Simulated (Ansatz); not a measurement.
# What PtC (model cell, started as rocksalt type) distorts into, part 2 of 3

Which phase does PtC (model cell, started as rocksalt type) fall into along its unstable mode, and how much energy does it gain?

Ansatz 0.2.0; DFT PBEsol, scalar-relativistic, plane waves, PAW.

So far, highest frequency on the path or at a solved wavevector (cm⁻¹): step 2 (phonons on a q mesh) 498. Also lowest frequency on the path (cm⁻¹): step 2 -544.

The structure was built from a prototype and need not be the compound's stable phase.

### Step 5. Energy along the mode, all amplitudes (two of the runs are shown above)

An imaginary frequency means negative curvature, so the energy should fall and then rise again as anharmonic terms take over.

Numbers from this step:

```
depth at the lowest point sampled  : 48.47 meV/atom
largest atomic shift at that point : 0.22 Å
```

Energy from the parent against largest atomic shift:

```tsv
largest atomic shift (Å)	energy from the parent (meV/atom)
0.000	0
0.040	-5.17
0.080	-18.2
0.140	-40.0
0.220	-48.5
0.320	18.5
```

Displacement at unit largest shift by atom:

```tsv
atom	x (Å)	y (Å)	z (Å)	size
Pt1	0.00	0.00	-0.05	0.05
Pt2	0.00	0.00	0.05	0.05
Pt3	0.00	-0.05	0.00	0.05
Pt4	0.00	0.05	0.00	0.05
C5	0.00	-1.00	0.00	1.00
C6	0.00	1.00	0.00	1.00
C7	0.00	0.00	1.00	1.00
C8	0.00	0.00	-1.00	1.00
```

The lowest of the steps tried is at 0.22 Å, 48.5 meV/atom below the parent; the bottom of the well need not coincide with a step.

### Step 6. Relaxation from the frozen mode

Starting from the lowest point found, all atoms and the cell are let go, so that strain and other modes of the same symmetry can join in.

Input file input.yaml:

```yaml
crystal:
  lattice:
    - [0.0, -2.2083183167, -2.2083183167]
    - [0.0, 2.2083183167, -2.2083183167]
    - [8.833273267, 0.0, 0.0]
  atoms:
    - { symbol: Pt, position: [0.5026440037, 0.5026440037, 0.75] }
    - { symbol: Pt, position: [0.4973559963, 0.4973559963, 0.25] }
    - { symbol: Pt, position: [0.0026440037, -0.0026440037, 0.5] }
    - { symbol: Pt, position: [-0.0026440037, 0.0026440037, 0.0] }
    - { symbol: C, position: [0.5498116595, 0.4501883405, 0.0] }
    - { symbol: C, position: [0.4501883405, 0.5498116595, 0.5] }
    - { symbol: C, position: [-0.0498116595, -0.0498116595, 0.75] }
    - { symbol: C, position: [0.0498116595, 0.0498116595, 0.25] }
kpoints:
  mp_grid: { grid: [12, 12, 4] }
hamiltonian:
  xc: pbesol
scf:
  occupations: { method: methfessel_paxton, width: 0.2 }
output:
  forces: true
  stress: true
  eigenvalues: true
relax:
  adjacent_minimum: "off"
  f_tol: 0.002
  max_steps: 120
  cell: { stress_tol: 0.03 }
```

On the command line:

```sh
ansatz run input.yaml --threads 4 --pin off --max-ram 7168MiB --backend cpu --events-out ev --progress --plain --runs-dir out
```

Numbers of over 12 decimals in the logs are rounded to 6 here.

The program printed:

```text
[...]
Crystal: 8 atoms, lattice volume = 86.154 Å³
Basis set: ecut = 420 eV, 1717 PW (Γ), exchange–correlation on 48×48×120 points (8 copies of the dense FFT grid, shifted against one another)
Bands: 53, of which v1, the nominal top of the filled ones, is band 44 counted from 1 (43 counted from 0)
Symmetry: 8 space group operations
[...]
k-points: 84 of 576 (time reversal used)
[...]
SCF iter   1: F=—  HF=-50511.183488 eV  |F-HF|=—  |Δ(HF+E_count)|=         —  Δρ=9.37e-3  dr2=5.53e-2  ethr=1.77e-3  ⟨swp⟩=5.2  Hψ=14933  notcnv=0
[...]
SCF iter   6: F=-50511.169833 eV  HF=-50511.169833 eV  |F-HF|=5.62e-9  |Δ(HF+E_count)|=   3.15e-8  S|Δr|=    0.00e0  Δρ=6.14e-6  dr2=2.39e-8  ethr=1.14e-10  ⟨swp⟩=8.5  Hψ=16281  notcnv=0
SCF 1 converged in 6 iterations: F = -50511.169833 eV  dr2 = 2.39e-8
[...]
relax step   1: F+E_penalty+E_count = -50511.16983280 eV  Δ(F+E_penalty+E_count) = +0.000e0 eV  max|allowed force component| = 3.810e-1 eV/Å  Δτ_max = 0.0000 Å  P = +5.541 GPa  Ω = 86.154 Å³  (6 SCF iters, dr2 threshold 1.00e-7 eV, accepted)
Crystal: 8 atoms, lattice volume = 88.056 Å³
[...]
SCF iter   5: F=-50511.240043 eV  HF=-50511.240043 eV  |F-HF|=1.08e-7  |Δ(HF+E_count)|=   5.23e-7  S|Δr|=    0.00e0  Δρ=2.21e-5  dr2=3.27e-7  ethr=9.09e-10  ⟨swp⟩=6.0  Hψ=17259  notcnv=0
SCF 2 converged in 5 iterations: F = -50511.240043 eV  dr2 = 3.27e-7
[...]
relax step   2: F+E_penalty+E_count = -50511.24004273 eV  Δ(F+E_penalty+E_count) = -7.021e-2 eV  max|allowed force component| = 1.079e-1 eV/Å  Δτ_max = 0.0215 Å  P = -1.081 GPa  Ω = 88.056 Å³  energy of the carried Pulay correction = -3.369e-3 eV  (5 SCF iters, dr2 threshold 8.00e-7 eV, accepted)
Crystal: 8 atoms, lattice volume = 88.550 Å³
Basis set: ecut = 420 eV, 1757 PW (Γ), exchange–correlation on 48×48×120 points (8 copies of the dense FFT grid, shifted against one another)
[...]
SCF iter   5: F=-50511.304632 eV  HF=-50511.304632 eV  |F-HF|=2.05e-8  |Δ(HF+E_count)|=   7.54e-7  S|Δr|=    0.00e0  Δρ=2.56e-5  dr2=3.13e-7  ethr=9.09e-10  ⟨swp⟩=5.8  Hψ=17221  notcnv=0
SCF 3 converged in 5 iterations: F = -50511.304632 eV  dr2 = 3.13e-7
relax step   3: F+E_penalty+E_count = -50511.30463200 eV  Δ(F+E_penalty+E_count) = -6.459e-2 eV  max|allowed force component| = 9.099e-2 eV/Å  Δτ_max = 0.0383 Å  P = -2.583 GPa  Ω = 88.550 Å³  energy of the carried Pulay correction = -4.231e-3 eV  (5 SCF iters, dr2 threshold 8.00e-7 eV, accepted)
[... from here on, the SCF cycles and remarks between the steps are left out ...]
relax step   4: F+E_penalty+E_count = -50511.40443269 eV  Δ(F+E_penalty+E_count) = -9.980e-2 eV  max|allowed force component| = 3.119e-1 eV/Å  Δτ_max = 0.0894 Å  P = +0.390 GPa  Ω = 89.026 Å³  energy of the carried Pulay correction = -5.058e-3 eV  (6 SCF iters, dr2 threshold 8.00e-7 eV, accepted)
relax step   5: F+E_penalty+E_count = -50511.42979084 eV  Δ(F+E_penalty+E_count) = -2.536e-2 eV  max|allowed force component| = 1.077e-1 eV/Å  Δτ_max = 0.0401 Å  P = -0.037 GPa  Ω = 89.931 Å³  energy of the carried Pulay correction = -6.618e-3 eV  (5 SCF iters, dr2 threshold 8.00e-7 eV, accepted)
relax step   6: F+E_penalty+E_count = -50511.44684578 eV  Δ(F+E_penalty+E_count) = -1.705e-2 eV  max|allowed force component| = 1.415e-1 eV/Å  Δτ_max = 0.0667 Å  P = +0.696 GPa  Ω = 91.032 Å³  energy of the carried Pulay correction = -8.493e-3 eV  (5 SCF iters, dr2 threshold 7.25e-7 eV, accepted)
relax step   7: F+E_penalty+E_count = -50511.49985542 eV  Δ(F+E_penalty+E_count) = -5.301e-2 eV  max|allowed force component| = 2.792e-1 eV/Å  Δτ_max = 0.1769 Å  P = -0.288 GPa  Ω = 93.046 Å³  energy of the carried Pulay correction = -1.187e-2 eV  (6 SCF iters, dr2 threshold 8.00e-7 eV, accepted)
relax step   8: F+E_penalty+E_count = -50511.42396217 eV  Δ(F+E_penalty+E_count) = +7.589e-2 eV  max|allowed force component| = 2.210e-1 eV/Å  Δτ_max = 0.1225 Å  P = -2.367 GPa  Ω = 94.101 Å³  energy of the carried Pulay correction = -1.360e-2 eV  (6 SCF iters, dr2 threshold 8.00e-7 eV, rejected (line search))
relax step   9: F+E_penalty+E_count = -50511.44037006 eV  Δ(F+E_penalty+E_count) = +5.949e-2 eV  max|allowed force component| = 5.052e-1 eV/Å  Δτ_max = 0.0362 Å  P = +2.434 GPa  Ω = 93.303 Å³  energy of the carried Pulay correction = -1.229e-2 eV  (9 SCF iters, rejected (line search))
relax step  10: F+E_penalty+E_count = -50511.51675209 eV  Δ(F+E_penalty+E_count) = -1.690e-2 eV  max|allowed force component| = 6.430e-3 eV/Å  Δτ_max = 0.0166 Å  P = +0.431 GPa  Ω = 92.586 Å³  energy of the carried Pulay correction = -1.110e-2 eV  (8 SCF iters, accepted)
relax step  11: F+E_penalty+E_count = -50511.51672327 eV  Δ(F+E_penalty+E_count) = +2.882e-5 eV  max|allowed force component| = 2.560e-2 eV/Å  Δτ_max = 0.0049 Å  P = -0.457 GPa  Ω = 93.071 Å³  energy of the carried Pulay correction = -1.191e-2 eV  (4 SCF iters, dr2 threshold 7.74e-7 eV, accepted)
relax step  12: F+E_penalty+E_count = -50511.51741122 eV  Δ(F+E_penalty+E_count) = -6.879e-4 eV  max|allowed force component| = 2.507e-3 eV/Å  Δτ_max = 0.0063 Å  P = +0.013 GPa  Ω = 92.919 Å³  energy of the carried Pulay correction = -1.165e-2 eV  (4 SCF iters, dr2 threshold 5.23e-7 eV, accepted)
relax step  13: F+E_penalty+E_count = -50511.51740723 eV  Δ(F+E_penalty+E_count) = +3.995e-6 eV  max|allowed force component| = 1.498e-4 eV/Å  Δτ_max = 0.0002 Å  P = -0.001 GPa  Ω = 92.922 Å³  energy of the carried Pulay correction = -1.166e-2 eV  (4 SCF iters, dr2 threshold 3.93e-10 eV, accepted)
relax step  14: F+E_penalty+E_count = -50511.61854283 eV  Δ(F+E_penalty+E_count) = -1.011e-1 eV  max|allowed force component| = 8.105e-3 eV/Å  Δτ_max = 0.0000 Å  P = +1.501 GPa  Ω = 92.922 Å³  stress off target by 2.26e0 GPa  SCF on the basis re-selected at this cell (its energy is not comparable with the rows above)  (7 SCF iters)
relax step  15: F+E_penalty+E_count = -50511.65274993 eV  Δ(F+E_penalty+E_count) = -3.421e-2 eV  max|allowed force component| = 1.143e-2 eV/Å  Δτ_max = 0.0521 Å  P = +1.025 GPa  Ω = 94.051 Å³  energy of the carried Pulay correction = -1.205e-3 eV  (5 SCF iters, dr2 threshold 8.00e-7 eV, accepted)
relax step  16: F+E_penalty+E_count = -50511.62358002 eV  Δ(F+E_penalty+E_count) = +2.917e-2 eV  max|allowed force component| = 2.911e-1 eV/Å  Δτ_max = 0.0194 Å  P = -4.730 GPa  Ω = 97.011 Å³  energy of the carried Pulay correction = -6.796e-3 eV  (5 SCF iters, dr2 threshold 8.00e-7 eV, rejected (line search))
relax step  17: F+E_penalty+E_count = -50511.65763124 eV  Δ(F+E_penalty+E_count) = -4.881e-3 eV  max|allowed force component| = 1.583e-2 eV/Å  Δτ_max = 0.0154 Å  P = +0.073 GPa  Ω = 95.005 Å³  energy of the carried Pulay correction = -2.689e-3 eV  (8 SCF iters, accepted)
relax step  18: F+E_penalty+E_count = -50511.65778461 eV  Δ(F+E_penalty+E_count) = -1.534e-4 eV  max|allowed force component| = 2.891e-3 eV/Å  Δτ_max = 0.0049 Å  P = -0.000 GPa  Ω = 95.060 Å³  energy of the carried Pulay correction = -2.741e-3 eV  (5 SCF iters, dr2 threshold 3.97e-8 eV, accepted)
relax step  19: F+E_penalty+E_count = -50511.65780648 eV  Δ(F+E_penalty+E_count) = -2.187e-5 eV  max|allowed force component| = 3.037e-4 eV/Å  Δτ_max = 0.0008 Å  P = +0.001 GPa  Ω = 95.057 Å³  energy of the carried Pulay correction = -2.726e-3 eV  (5 SCF iters, dr2 threshold 5.23e-10 eV, accepted)
relax step  20: F+E_penalty+E_count = -50511.66282615 eV  Δ(F+E_penalty+E_count) = -5.020e-3 eV  max|allowed force component| = 9.458e-4 eV/Å  Δτ_max = 0.0000 Å  P = +0.006 GPa  Ω = 95.057 Å³  stress off target by 1.13e-1 GPa  SCF on the basis re-selected at this cell (its energy is not comparable with the rows above)  (5 SCF iters)
relax step  21: F+E_penalty+E_count = -50511.66292217 eV  Δ(F+E_penalty+E_count) = -9.602e-5 eV  max|allowed force component| = 5.662e-4 eV/Å  Δτ_max = 0.0039 Å  P = +0.008 GPa  Ω = 95.123 Å³  energy of the carried Pulay correction = -4.789e-5 eV  (5 SCF iters, dr2 threshold 3.21e-8 eV, accepted)
[...]
SCF iter   5: F=-50511.662981 eV  HF=-50511.662981 eV  |F-HF|=2.18e-11  |Δ(HF+E_count)|=  7.28e-12  S|Δr|=    0.00e0  Δρ=4.73e-8  dr2=1.91e-12  ethr=1.00e-12  ⟨swp⟩=5.0  Hψ=18011  notcnv=0
SCF 22 converged in 5 iterations: F = -50511.662981 eV  dr2 = 1.91e-12
relax step  22: F+E_penalty+E_count = -50511.66298102 eV  Δ(F+E_penalty+E_count) = -5.885e-5 eV  max|allowed force component| = 5.954e-4 eV/Å  Δτ_max = 0.0000 Å  P = +0.007 GPa  Ω = 95.123 Å³  stress off target by 1.33e-2 GPa  SCF on the basis re-selected at this cell (its energy is not comparable with the rows above)  (5 SCF iters)
[...]
SCF converged after 5 iterations
[...]
Free energy (F): -50511.662981 eV
[...]
Internal energy: -50511.658704 eV  (E = F + TS)
E sigma→0 (E₀):  -50511.661912 eV
Entropy (-TS):   -0.004277 eV (-0.535 meV/atom)
Fermi energy:    17.962111 eV
Step filling:    the computed levels leave a gap of 0.0037 eV = 0.0 smearing widths at the electron count; against every level under it full and every level over it empty, smearing changes F+E_penalty+E_count by +0.284 meV and its σ→0 estimate by +1.353 meV
[...]
--- Forces (eV/Å), atoms counted from 1 ---
  atom   1  Pt     0.00000000    -0.00000000    -0.00011194
  atom   2  Pt    -0.00000000     0.00000000     0.00011194
  atom   3  Pt    -0.00000000    -0.00011194     0.00000000
  atom   4  Pt     0.00000000     0.00011194    -0.00000000
  atom   5  C     -0.00000000    -0.00059539     0.00000000
  atom   6  C      0.00000000     0.00059539    -0.00000000
  atom   7  C     -0.00000000     0.00000000     0.00059539
  atom   8  C      0.00000000    -0.00000000    -0.00059539
  max |Σ_I F_I| component: 4.16e-17 eV/Å
--- Stress (GPa, compression-positive) ---
       -0.005423       0.000000      -0.000000
        0.000000       0.013306      -0.000000
       -0.000000      -0.000000       0.013306
  P = ⅓ Tr σ = 0.0071 GPa (0.071 kbar)
--- Band table (eV; the first three rows and the last of 84) ---
  k-point 0: bands = [... 40 lower, 16.8793, 16.8793, 16.9741, 17.3131, 17.7925, 17.7925, 19.3301, 19.3301, ... 5 higher]
  k-point 1: bands = [... 40 lower, 16.2989, 16.6205, 16.9039, 17.4025, 18.6197, 18.7052, 19.2885, 19.4321, ... 5 higher]
  k-point 2: bands = [... 40 lower, 16.1372, 16.1372, 17.0610, 17.0610, 19.4446, 19.4446, 19.7797, 19.7797, ... 5 higher]
  k-point 83: bands = [... 40 lower, 16.1754, 16.1754, 16.1754, 16.1754, 18.0183, 18.0183, 18.0183, 18.0183, ... 5 higher]
--- Relaxed structure (19 steps of the walk, 16 accepted, 3 SCFs on fresh bases) ---
  F+E_penalty+E_count = -50511.66298102 eV   max|allowed force component| = 5.954e-4 eV/Å   (the final SCF, on the basis selected at the relaxed cell)
  cell:  # Å, volume = 95.1235 Å³
    - [0, -2.568170, -2.568170]
    - [0, 2.568170, -2.568170]
    - [7.211242, 0, 0]
  atoms:
    - { symbol: Pt, position: [0.438268, 0.438268, 0.750000] }
    - { symbol: Pt, position: [0.561732, 0.561732, 0.250000] }
    - { symbol: Pt, position: [-0.061732, 0.061732, 0.500000] }
    - { symbol: Pt, position: [0.061732, -0.061732, 0] }
    - { symbol: C, position: [0.668051, 0.331949, 0] }
    - { symbol: C, position: [0.331949, 0.668051, 0.500000] }
    - { symbol: C, position: [-0.168051, -0.168051, 0.750000] }
    - { symbol: C, position: [0.168051, 0.168051, 0.250000] }
```

Run time: 2.7 min. Hardware: 4 threads of Arm Neoverse V2, shared host; peak memory 0.61 GiB; 11 min of CPU time.

Step by step:

```tsv
step	energy less that of the first step (eV)	largest force component (eV/Å)	pressure (GPa)	volume (Å³)
1	0.0000	0.3810	5.54	86.15
2	-0.0702	0.1079	-1.08	88.06
3	-0.1348	0.0910	-2.58	88.55
4	-0.2346	0.3119	0.39	89.03
5	-0.2600	0.1077	-0.04	89.93
6	-0.2770	0.1415	0.70	91.03
7	-0.3300	0.2792	-0.29	93.05
8	-0.2541	0.2210	-2.37	94.10
9	-0.2705	0.5052	2.43	93.30
10	-0.3469	0.0064	0.43	92.59
11	-0.3469	0.0256	-0.46	93.07
12	-0.3476	0.0025	0.01	92.92
13	-0.3476	0.0001	0.00	92.92
14*	-0.4487	0.0081	1.50	92.92
15	-0.4829	0.0114	1.02	94.05
16	-0.4537	0.2911	-4.73	97.01
17	-0.4878	0.0158	0.07	95.01
18	-0.4880	0.0029	0.00	95.06
19	-0.4880	0.0003	0.00	95.06
20*	-0.4930	0.0009	0.01	95.06
21	-0.4931	0.0006	0.01	95.12
22*	-0.4931	0.0006	0.01	95.12
```

Relaxation steps marked * repeat the geometry before them on a plane-wave basis chosen anew for their cell, so energy and pressure can jump there. Relaxation steps 8, 9, 16 were tried and not accepted.

The run keeps the 8 symmetry operations that it works with, so distortions that break them were not tested.

```tsv
cell as run	before	after	change
a (Å)	3.123	3.632	+16.3 %
b (Å)	3.123	3.632	+16.3 %
c (Å)	8.833	7.211	-18.4 %
volume (Å³/atom)	10.77	11.89	+10.4 %
```

The atoms that moved most (Å, as changes of fractional coordinates times the final cell):

```tsv
atom	dx	dy	dz	length
C8	0.000	0.000	-0.607	0.607
C6	0.000	0.607	0.000	0.607
C7	0.000	0.000	0.607	0.607
C5	0.000	-0.607	0.000	0.607
Pt1	0.000	0.000	0.331	0.331
Pt2	0.000	0.000	-0.331	0.331
Pt3	0.000	0.331	0.000	0.331
Pt4	0.000	-0.331	0.000	0.331
```

Numbers from this step:

```
pressure        : 0.007063 GPa
volume per atom : 11.89 Å³
```

The distorted start has space group P4_12_12; the relaxation ends in P4_12_12.

### Step 7. The new phase in its own primitive cell

The relaxed structure is symmetrised, reduced to its primitive cell and relaxed tightly, as its phonons need.

Input file input.yaml:

```yaml
crystal:
  lattice:
    - [3.6319411425, 0.0, 0.0]
    - [0.0, 3.6319411425, 0.0]
    - [0.0, 0.0, 7.2112420101]
  atoms:
    - { symbol: Pt, position: [0.4382677243, 0.4382677243, 0.5] }
    - { symbol: Pt, position: [0.5617322757, 0.5617322757, 0.0] }
    - { symbol: Pt, position: [0.9382677243, 0.0617322757, 0.25] }
    - { symbol: Pt, position: [0.0617322757, 0.9382677243, 0.75] }
    - { symbol: C, position: [0.6680512509, 0.3319487491, 0.75] }
    - { symbol: C, position: [0.3319487491, 0.6680512509, 0.25] }
    - { symbol: C, position: [0.8319487491, 0.8319487491, 0.5] }
    - { symbol: C, position: [0.1680512509, 0.1680512509, 0.0] }
kpoints:
  mp_grid: { grid: [10, 10, 6] }
hamiltonian:
  xc: pbesol
scf:
  occupations: { method: methfessel_paxton, width: 0.2 }
output:
  forces: true
  stress: true
  eigenvalues: true
relax:
  adjacent_minimum: "off"
  f_tol: 0.001
  max_steps: 60
  cell: { stress_tol: 0.01 }
```

The program printed:

```text
[...]
Crystal: 8 atoms, lattice volume = 95.123 Å³
Basis set: ecut = 420 eV, 1841 PW (Γ), exchange–correlation on 50×50×100 points (8 copies of the dense FFT grid, shifted against one another)
Bands: 53, of which v1, the nominal top of the filled ones, is band 44 counted from 1 (43 counted from 0)
Symmetry: 8 space group operations
[...]
k-points: 84 of 600 (time reversal used)
[...]
atoms:
    - { symbol: Pt, position: [0.437558, 0.437558, 0.500000] }
    - { symbol: Pt, position: [0.562442, 0.562442, 0] }
    - { symbol: Pt, position: [0.937558, 0.062442, 0.250000] }
    - { symbol: Pt, position: [0.062442, 0.937558, 0.75] }
    - { symbol: C, position: [0.669421, 0.330579, 0.75] }
    - { symbol: C, position: [0.330579, 0.669421, 0.250000] }
    - { symbol: C, position: [0.830579, 0.830579, 0.500000] }
    - { symbol: C, position: [0.169421, 0.169421, 0] }
[key lines of the parts left out:]
SCF converged after 4 iterations
Free energy (F): -50511.663771 eV
Fermi energy:    17.961444 eV
P = ⅓ Tr σ = -0.0003 GPa (-0.003 kbar)
```

Run time: 66 s. Hardware: 4 threads; peak memory 0.61 GiB; 4.3 min of CPU time.

Step by step:

```tsv
step	energy less that of the first step (eV)	largest force component (eV/Å)	pressure (GPa)	volume (Å³)
1	0.0000	0.0090	0.00	95.12
2	-0.0003	0.0057	0.04	95.06
3	-0.0003	0.0068	-0.06	95.12
4	-0.0003	0.0007	0.03	95.13
5	-0.0003	0.0002	-0.01	95.15
6	-0.0003	0.0000	0.00	95.15
7*	-0.0002	0.0000	0.00	95.15
8	-0.0003	0.0003	0.00	95.14
9*	-0.0002	0.0003	0.00	95.14
```

Relaxation steps marked * repeat the geometry before them on a plane-wave basis chosen anew for their cell, so energy and pressure can jump there.

Forces are held to the 8 operations that the run works with; a distortion that breaks them can't arise in this run.

```tsv
conventional cell, symmetrised	before	after	change
a (Å)	3.632	3.637	+0.1 %
b (Å)	3.632	3.637	+0.1 %
c (Å)	7.211	7.192	-0.3 %
volume (Å³/atom)	11.89	11.89	+0.0 %
```

Numbers from this step:

- pressure: -2.66e-4 GPa

The largest force component left is 0.28 meV/Å and the pressure is 0.000 GPa, within the tolerances set. The cell now holds 11.89 Å³/atom.

(Part 2 of 3 ends here.)

[Logs are printed without paths, hosts, clocks, repeated set-up lines and the standing remarks that a program may print on its own settings, such as how far it seeks lower states.]

[Hosts, paths, dates, database ids (printed as entryN), source tags and the programs' standing remarks are cut or masked in the printed files.]
